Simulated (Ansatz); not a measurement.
# CdSe (F-43m): thermal expansion under pressure, part 2 of 3

Aim: how pressure changes the thermal expansion of CdSe. The starting cell is a computed one from a database.

Ansatz 0.2.0; DFT RPBE, scalar-relativistic, plane waves, PAW.

So far. Step 2 (A first coarse run): The start is under 3.2 GPa at this level and looks like an insulator or semiconductor on this mesh.

**5. Tight relaxation**

The thresholds are tightened for a last relaxation ahead of the phonons, and where mesh or smearing change with them the cell follows.

input.yaml reads:

```yaml
crystal:
  lattice:
    - [0.0, 3.1424453727, 3.1424453727]
    - [3.1424453727, 0.0, 3.1424453727]
    - [3.1424453727, 3.1424453727, 0.0]
  atoms:
    - { symbol: Cd, position: [0.0, 0.0, 0.0] }
    - { symbol: Se, position: [0.75, 0.75, 0.75] }
kpoints:
  mp_grid: { grid: [12, 12, 12] }
hamiltonian:
  xc: rpbe
scf:
  occupations: { method: fixed }
  lower_state_search: "off"
output:
  forces: true
  stress: true
  eigenvalues: true
relax:
  adjacent_minimum: "off"
  f_tol: 0.001
  max_steps: 60
  cell: { stress_tol: 0.01 }
```

The run is started by

```bash
ansatz run input.yaml --threads 8 --pin off --max-ram 16384MiB --backend cpu --events-out ev --progress --plain --runs-dir out
```

Numbers of over 12 decimals in the logs are rounded to 6 here.

What it wrote:

```text
[...]
Crystal: 2 atoms, lattice volume = 62.063 Å³
Basis set: ecut = 420 eV, 1243 PW (Γ), exchange–correlation on 60×60×60 points (8 copies of the dense FFT grid, shifted against one another)
Bands: 22, of which v1, the nominal top of the filled ones, is band 18 counted from 1 (17 counted from 0)
Symmetry: 24 space group operations
[...]
k-points: 72 of 1728 (time reversal used)
[...]
k-point 71: bands = [... 14 lower, -0.7448, 2.7669, 4.4180, 4.4884, 10.9338, 11.6550, 12.6805, 14.0549]
--- Relaxed structure (2 steps of the walk, 2 accepted, 1 SCFs on fresh bases) ---
[...]
cell:  # Å, volume = 62.0392 Å³
    - [0, 3.142042, 3.142042]
    - [3.142042, 0, 3.142042]
    - [3.142042, 3.142042, 0]
  atoms:
    - { symbol: Cd, position: [0, 0, 0] }
    - { symbol: Se, position: [0.750000, 0.750000, 0.750000] }
[key lines of the parts left out:]
SCF converged after 5 iterations
Free energy (F): -13739.157049 eV
Fermi energy:    6.270057 eV
P = ⅓ Tr σ = 0.0035 GPa (0.035 kbar)
```

Wall time 4.6 s (8 threads of Arm Neoverse V1, shared host); peak memory 0.51 GiB.

Little changed from the start: no atom moved by 0.005 Å and no cell edge by 0.1 %.

This step gave:

```
pressure          : 0.003474 GPa
gap on the k-mesh : 0.5817 eV
volume per atom   : 31.02 Å³/atom
```

The residual pressure is 0.0035 GPa, small enough for phonons.

**6. Relaxation under pressure, pressure 2 GPa**

The study at pressure needs a start near its own equilibrium, so the cell is first relaxed to that pressure.

input.yaml, the sections that differ from step 5:

```yaml
crystal:
  lattice:
    - [0.0, 3.1420417744, 3.1420417744]
    - [3.1420417744, 0.0, 3.1420417744]
    - [3.1420417744, 3.1420417744, 0.0]
  atoms:
    - { symbol: Cd, position: [0.0, 0.0, 0.0] }
    - { symbol: Se, position: [0.75, 0.75, 0.75] }
relax:
  adjacent_minimum: "off"
  f_tol: 0.001
  max_steps: 60
  cell: { stress_tol: 0.05, p_target: 2.0 }
# kpoints, hamiltonian, scf, output: as in step 5
```

What it wrote:

```text
[...]
Crystal: 2 atoms, lattice volume = 62.039 Å³
Basis set: ecut = 420 eV, 1243 PW (Γ), exchange–correlation on 60×60×60 points (8 copies of the dense FFT grid, shifted against one another)
Bands: 22, of which v1, the nominal top of the filled ones, is band 18 counted from 1 (17 counted from 0)
Symmetry: 24 space group operations
[...]
k-points: 72 of 1728 (time reversal used)
[...]
k-point 71: bands = [... 14 lower, -0.1604, 3.1743, 4.8674, 4.9194, 11.7391, 12.2560, 13.3788, 14.6609]
--- Relaxed structure (4 steps of the walk, 4 accepted, 1 SCFs on fresh bases) ---
[...]
cell:  # Å, volume = 59.2585 Å³
    - [0, 3.094380, 3.094380]
    - [3.094380, 0, 3.094380]
    - [3.094380, 3.094380, 0]
  atoms:
    - { symbol: Cd, position: [0, 0, 0] }
    - { symbol: Se, position: [0.75, 0.75, 0.75] }
[key lines of the parts left out:]
SCF converged after 6 iterations
Free energy (F): -13739.140402 eV
Fermi energy:    6.872578 eV
P = ⅓ Tr σ = 1.9986 GPa (19.986 kbar)
```

Wall time 7.4 s (8 threads); peak memory 0.53 GiB.

Relaxation path:

```
step  energy less that of the first step (eV)  largest force component (eV/Å)  pressure (GPa)  volume (Å³)
   1                                   0.0000                          0.0000            0.00        62.04
   2                                   0.0353                          0.0000            3.07        58.02
   3                                   0.0148                          0.0000            1.92        59.36
   4                                   0.0160                          0.0000            2.00        59.26
  5*                                   0.0166                          0.0000            2.00        59.26
```

Relaxation steps marked * repeat the geometry before them on a plane-wave basis chosen anew for their cell, so energy and pressure can jump there.

Forces are held to the 24 operations that the run works with; a distortion that breaks them can't arise in this run.

```
conventional cell, symmetrised  before  after  change
                         a (Å)   6.284  6.189  -1.5 %
                         b (Å)   6.284  6.189  -1.5 %
                         c (Å)   6.284  6.189  -1.5 %
              volume (Å³/atom)   31.02  29.63  -4.5 %
```

The relaxed structure:

```
Cd Se
1.0
     0.00000    3.09438    3.09438
     3.09438    0.00000    3.09438
     3.09438    3.09438    0.00000
Cd Se
1 1
Direct
  0.00000 0.00000 0.00000
  0.75000 0.75000 0.75000
```

This step gave:

```
pressure          : 1.999 GPa
gap on the k-mesh : 0.6781 eV
volume per atom   : 29.63 Å³/atom
```

**7. Phonons on strained cells**

The study relaxes the crystal at several strains, solves the phonons on some of them and minimises the free energy at each temperature (static energy, vibrations, the electrons in a metal, and PV under a set pressure); the q-mesh sets how far the force constants reach.

input.yaml, the sections that differ from step 6:

```yaml
crystal:
  lattice:
    - [0.0, 3.0943799881, 3.0943799881]
    - [3.0943799881, 0.0, 3.0943799881]
    - [3.0943799881, 3.0943799881, 0.0]
  atoms:
    - { symbol: Cd, position: [0.0, 0.0, 0.0] }
    - { symbol: Se, position: [0.75, 0.75, 0.75] }
output:
  eigenvalues: true
phonons:
  method: dfpt
  qmesh: [4, 4, 4]
  temperatures: { t_max: 800.0, t_step: 50 }
  thermal_expansion: { pressure: 2.0 }
# kpoints, hamiltonian, scf: as in step 6
# relax: removed
```

What it wrote:

```text
Warning: phonons: the dynamical matrix that this run interpolates holds no multipole term above the dipole-dipole one, and a site of this crystal is no centre of inversion, so its interpolated transverse optical and acoustic branches and sound speeds can stay off near Gamma, and the density of states and the thermodynamics with them. What a run solves at a wave vector of phonons.qpoints, Gamma apart, where the deck admits one, is free of this, and under fd what a larger phonons.supercell samples
[...]
Crystal: 2 atoms, lattice volume = 59.259 Å³
Basis set: ecut = 487.2 eV, 1459 PW (Γ), exchange–correlation on 64×64×64 points (8 copies of the dense FFT grid, shifted against one another)
Bands: 22, of which v1, the nominal top of the filled ones, is band 18 counted from 1 (17 counted from 0)
Symmetry: 24 space group operations
[...]
k-points: 72 of 1728 (time reversal used)
[...]
SCF iter   1: F=—  HF=-13739.142638 eV  |F-HF|=—  |Δ(HF+E_count)|=         —  Δρ=2.63e-3  dr2=3.08e-3  ethr=1.77e-3  ⟨swp⟩=4.9  Hψ=5893  notcnv=0  defer=139
[...]
SCF iter   9: F=-13739.142759 eV  HF=-13739.142759 eV  |F-HF|=1.46e-11  |Δ(HF+E_count)|=  2.76e-10  Δρ=8.47e-8  dr2=3.90e-12  ethr=1.00e-12  ⟨swp⟩=7.4  Hψ=7817  notcnv=0
SCF 1 converged in 9 iterations: F = -13739.142759 eV  dr2 = 3.90e-12
[...]
relax step   1: F+E_penalty+E_count = -13739.14275943 eV  Δ(F+E_penalty+E_count) = +0.000e0 eV  max|allowed force component| = 9.483e-17 eV/Å  Δτ_max = 0.0000 Å  (9 SCF iters, accepted)
SCF converged after 9 iterations
Free energy (F): -13739.142759 eV
[...]
Internal energy: -13739.142759 eV  (E = F + TS)
E sigma→0 (E₀):  -13739.142759 eV
Fermi energy:    6.872208 eV
[...]
--- Stress (GPa, compression-positive) ---
        1.995668       0.000000       0.000000
        0.000000       1.995668       0.000000
       -0.000000       0.000000       1.995668
  P = ⅓ Tr σ = 1.9957 GPa (19.957 kbar)
--- Band table (eV; the first three rows and the last of 72) ---
  k-point 0: bands = [... 14 lower, -0.5841, 6.8722, 6.8722, 6.8722, 7.5507, 12.8897, 12.8897, 12.8897]
  k-point 1: bands = [... 14 lower, -0.5845, 6.2128, 6.8207, 6.8207, 8.1358, 12.7713, 12.9792, 12.9792]
  k-point 2: bands = [... 14 lower, -0.5846, 5.2916, 6.6859, 6.6859, 8.8002, 12.6644, 13.1906, 13.1906]
  k-point 71: bands = [... 14 lower, -0.1611, 3.1742, 4.8671, 4.9191, 11.7391, 12.2556, 13.3786, 14.6604]
── thermal expansion: 3 new cells, 3 in all ──
thermal expansion: relaxation of cell 2
thermal expansion: relaxation of cell 3
── thermal expansion: 2 new cells, 5 in all ──
thermal expansion: relaxation of cell 4
thermal expansion: electrons of cell 4
thermal expansion: phonons of cell 4
thermal expansion: relaxation of cell 5
thermal expansion: electrons of cell 1
thermal expansion: electrons of cell 2
thermal expansion: electrons of cell 3
thermal expansion: electrons of cell 5
thermal expansion: phonons of cell 5
── thermal expansion: 5 new cells, 10 in all ──
thermal expansion: relaxation of cell 6
thermal expansion: relaxation of cell 7
thermal expansion: relaxation of cell 8
thermal expansion: relaxation of cell 9
thermal expansion: relaxation of cell 10
thermal expansion: electrons of cell 6
thermal expansion: electrons of cell 7
thermal expansion: electrons of cell 8
thermal expansion: electrons of cell 9
thermal expansion: electrons of cell 10
thermal expansion: phonons of cell 6
thermal expansion: phonons of cell 7
--- Relaxed structure (1 steps of the walk, 1 accepted, 0 SCFs on fresh bases) ---
  F+E_penalty+E_count = -13739.14275943 eV   max|allowed force component| = 9.483e-17 eV/Å
  atoms:
    - { symbol: Cd, position: [0.0, 0.0, 0.0] }
    - { symbol: Se, position: [0.75, 0.75, 0.75] }
--- Thermal expansion: 10 cells in 3 rounds, 2 GPa ---
  no lower state was looked for at cell 4: scf.lower_state_search: off
  without vibrations: a 4.37598, b 4.37598, c 4.37598 Å, V 59.2532 Å³, B 48.19 GPa
  at 0 K: a 4.38048, b 4.38048, c 4.38048 Å, V 59.4362 Å³, B 47.63 GPa
  zero-point expansion: a +0.103, b +0.103, c +0.103, V +0.309 %
      T/K        a/Å        b/Å        c/Å       V/Å³ | expansion of a, b, c, V (1e-6/K)   | that of V in the mean from 25 °C | C_P, C_V (J/mol K of the cell) | B_T, B_S (GPa)
     0.00    4.38048    4.38048    4.38048    59.4362 |    0.00    0.00    0.00    0.00 |    7.95 |     0.000     0.000 |    47.63    47.63
   100.00    4.38012    4.38012    4.38012    59.4216 |    2.10    2.10    2.10    6.29 |   13.20 |    38.452    38.446 |    46.89    46.90
   200.00    4.38174    4.38174    4.38174    59.4875 |    4.68    4.68    4.68   14.03 |   15.38 |    46.526    46.462 |    45.70    45.77
   298.15    4.38395    4.38395    4.38395    59.5774 |    5.49    5.49    5.49   16.46 |       - |    48.423    48.294 |    44.53    44.65
   350.00    4.38523    4.38523    4.38523    59.6296 |    5.76    5.76    5.76   17.28 |   16.89 |    48.889    48.724 |    43.91    44.06
   450.00    4.38785    4.38785    4.38785    59.7367 |    6.19    6.19    6.19   18.57 |   17.61 |    49.419    49.180 |    42.74    42.94
   550.00    4.39066    4.39066    4.39066    59.8513 |    6.57    6.57    6.57   19.72 |   18.25 |    49.735    49.414 |    41.58    41.85
   650.00    4.39363    4.39363    4.39363    59.9728 |    6.94    6.94    6.94   20.83 |   18.86 |    49.963    49.551 |    40.44    40.77
   750.00    4.39676    4.39676    4.39676    60.1012 |    7.32    7.32    7.32   21.96 |   19.46 |    50.155    49.640 |    39.32    39.73
   800.00    4.39839    4.39839    4.39839    60.1681 |    7.51    7.51    7.51   22.54 |   19.75 |    50.245    49.675 |    38.77    39.22
  the static fit leaves 0.000 meV an atom of the energies and, of the stresses, 0.000 GPa of each cell's largest along a strain (root mean squares over the cells), whose Pulay part it has at -0.015 GPa
  vibrations' free energy: its fit passes through its cells
  the electrons' free energy at temperature is in it; its fit leaves 0.0000 meV an atom at the most
  free energies summed between the sampled wave vectors
  estimated error of the fitted expansion in any direction: up to 0.057e-6/K, at 800 K, with few degrees of freedom (an estimate, not a bound: it was exceeded on models of known expansion)
  by sums over the sampled wave vectors an expansion of the volume parts by up to 1.40e-6/K
  by a static energy of one degree less an expansion of the volume parts by up to 0.01e-6/K
  band gaps on the cells' k-points are 0.612 to 0.741 eV
```

Wall time 42 min (8 threads); peak memory 5.4 GiB.

Numbers from this step:

```
pressure                                         : 1.996 GPa
gap on the k-mesh                                : 0.6785 eV
volume expansion coefficient at 298 K            : 16.46 1e-6/K
C_P at 298 K                                     : 24.21 J/mol-atom/K
entropy at 298 K                                 : 44.23 J/mol-atom/K
isothermal bulk modulus at 298 K                 : 44.53 GPa
Grüneisen parameter at 298 K                     : 0.5445
volume at 298 K                                  : 29.79 Å³/atom
principal linear expansion coefficients at 298 K : 5.486, 5.486, 5.486 1e-6/K
```

Strained cells of the study; zero-point energy where phonons were solved; the pressures are stresses at a fixed cutoff and can carry an offset from the finite basis. Expansion cells, by row:

```
cell  |a| (Å)  |b| (Å)  |c| (Å)  V (Å³/atom)  E - E_lowest (meV/atom)  pressure, compression positive (GPa)  gap (eV)  zero-point energy (meV/atom)
   1    4.376    4.376    4.376        29.63                    7.509                                 1.981    0.6785                             -
   2    4.411    4.411    4.411        30.35                    1.078                                 0.889    0.6283                             -
   3    4.341    4.341    4.341        28.93                    18.82                                 3.195    0.7283                             -
   4    4.376    4.376    4.376        29.63                    7.456                                 1.974    0.6782                         21.78
   5    4.398    4.398    4.398        30.08                    2.896                                 1.277    0.6468                         21.37
   6    4.387    4.387    4.387        29.84                    5.094                                 1.643    0.6635                         21.59
   7    4.407    4.407    4.407        30.26                     1.59                                 1.012    0.6342                          21.2
   8    4.333    4.333    4.333        28.76                    22.39                                 3.514    0.7406                             -
   9    4.355    4.355    4.355        29.19                    13.93                                 2.718    0.7094                             -
  10    4.422    4.422    4.422        30.58                        0                                 0.564    0.6122                             -
```

Quasi-harmonic; a, b, c are the run's own cell vectors. Expansion, by row:

```
T (K)  a (Å)  b (Å)  c (Å)  alpha (deg)  beta (deg)  gamma (deg)  cell volume (Å³/cell)  alpha_a (1e-6/K)  alpha_b (1e-6/K)  alpha_c (1e-6/K)  alpha_V (1e-6/K)  C_P (J/mol-atom/K)  C_V (J/mol-atom/K)  S (J/mol-atom/K)  B_T (GPa)  B_S (GPa)  Grueneisen  extrapolation  fit error (1e-6/K)
    0   4.38   4.38   4.38           60          60           60                  59.44                 0                 0                 0                 0                   0                   0                 0      47.63      47.63           -              0                   0
   50   4.38   4.38   4.38           60          60           60                  59.42             -1.88             -1.88             -1.88             -5.64               11.67               11.67             8.978      47.41      47.41       -0.41              0                0.01
  100   4.38   4.38   4.38           60          60           60                  59.42               2.1               2.1               2.1              6.29               19.23               19.22             19.78      46.89       46.9       0.274              0                0.01
  150  4.381  4.381  4.381           60          60           60                  59.45              3.85              3.85              3.85             11.54               22.06               22.04              28.2       46.3      46.34       0.434              0                0.01
  200  4.382  4.382  4.382           60          60           60                  59.49              4.68              4.68              4.68             14.03               23.26               23.23             34.74       45.7      45.77       0.494              0                0.01
  250  4.383  4.383  4.383           60          60           60                  59.53              5.16              5.16              5.16             15.48               23.87               23.82                40      45.11       45.2       0.525              0                0.01
298.1  4.384  4.384  4.384           60          60           60                  59.58              5.49              5.49              5.49             16.46               24.21               24.15             44.23      44.53      44.65       0.544              0                0.02
  300  4.384  4.384  4.384           60          60           60                  59.58               5.5               5.5               5.5             16.49               24.22               24.16             44.38      44.51      44.63       0.545              0                0.02
  350  4.385  4.385  4.385           60          60           60                  59.63              5.76              5.76              5.76             17.28               24.44               24.36             48.14      43.91      44.06       0.559              0                0.02
  400  4.387  4.387  4.387           60          60           60                  59.68              5.99              5.99              5.99             17.96                24.6                24.5             51.41      43.32       43.5       0.571              0                0.02
  450  4.388  4.388  4.388           60          60           60                  59.74              6.19              6.19              6.19             18.57               24.71               24.59             54.31      42.74      42.94       0.581              0                0.02
  500  4.389  4.389  4.389           60          60           60                  59.79              6.39              6.39              6.39             19.16                24.8               24.66             56.92      42.15      42.39        0.59              0                0.02
  550  4.391  4.391  4.391           60          60           60                  59.85              6.57              6.57              6.57             19.72               24.87               24.71             59.29      41.58      41.85       0.598              0                0.02
  600  4.392  4.392  4.392           60          60           60                  59.91              6.76              6.76              6.76             20.28               24.93               24.75             61.46      41.01      41.31       0.606              0                0.02
  650  4.394  4.394  4.394           60          60           60                  59.97              6.94              6.94              6.94             20.83               24.98               24.78             63.45      40.44      40.77       0.614              0                0.02
  700  4.395  4.395  4.395           60          60           60                  60.04              7.13              7.13              7.13             21.39               25.03                24.8             65.31      39.88      40.25       0.622              0                0.02
  750  4.397  4.397  4.397           60          60           60                   60.1              7.32              7.32              7.32             21.96               25.08               24.82             67.04      39.32      39.73        0.63              0                0.04
  800  4.398  4.398  4.398           60          60           60                  60.17              7.51              7.51              7.51             22.54               25.12               24.84             68.66      38.77      39.22       0.637              0                0.06
```

The expansion coefficient by temperature; values in 1e-6/K:

```
temperature (K)  volume  principal 1
              0       0            0
             50   -5.64        -1.88
            100    6.29          2.1
            150    11.5         3.85
            200    14.0         4.68
            250    15.5         5.16
            298    16.5         5.49
            300    16.5          5.5
            350    17.3         5.76
            400    18.0         5.99
            450    18.6         6.19
            500    19.2         6.39
            550    19.7         6.57
            600    20.3         6.76
            650    20.8         6.94
            700    21.4         7.13
            750    22.0         7.32
            800    22.5         7.51
```

At 298 K the volume expansion is 16.5 × 10⁻⁶/K and B_T is 44.5 GPa. The program raised the cutoff to 487.2 eV by itself: with no cutoff typed, the study takes about 1.16 times the default for its relaxations and scales it with the volume for the phonons.

(Continued in part 3 of 3.)

[Logs are printed without paths, hosts, clocks, repeated set-up lines and the standing remarks that a program may print on its own settings, such as how far it seeks lower states.]

[Hosts, paths, dates, database ids (printed as entryN), source tags and the programs' standing remarks are cut or masked in the printed files.]

[A step with changed settings may run another functional than the one named; its input shows which.]
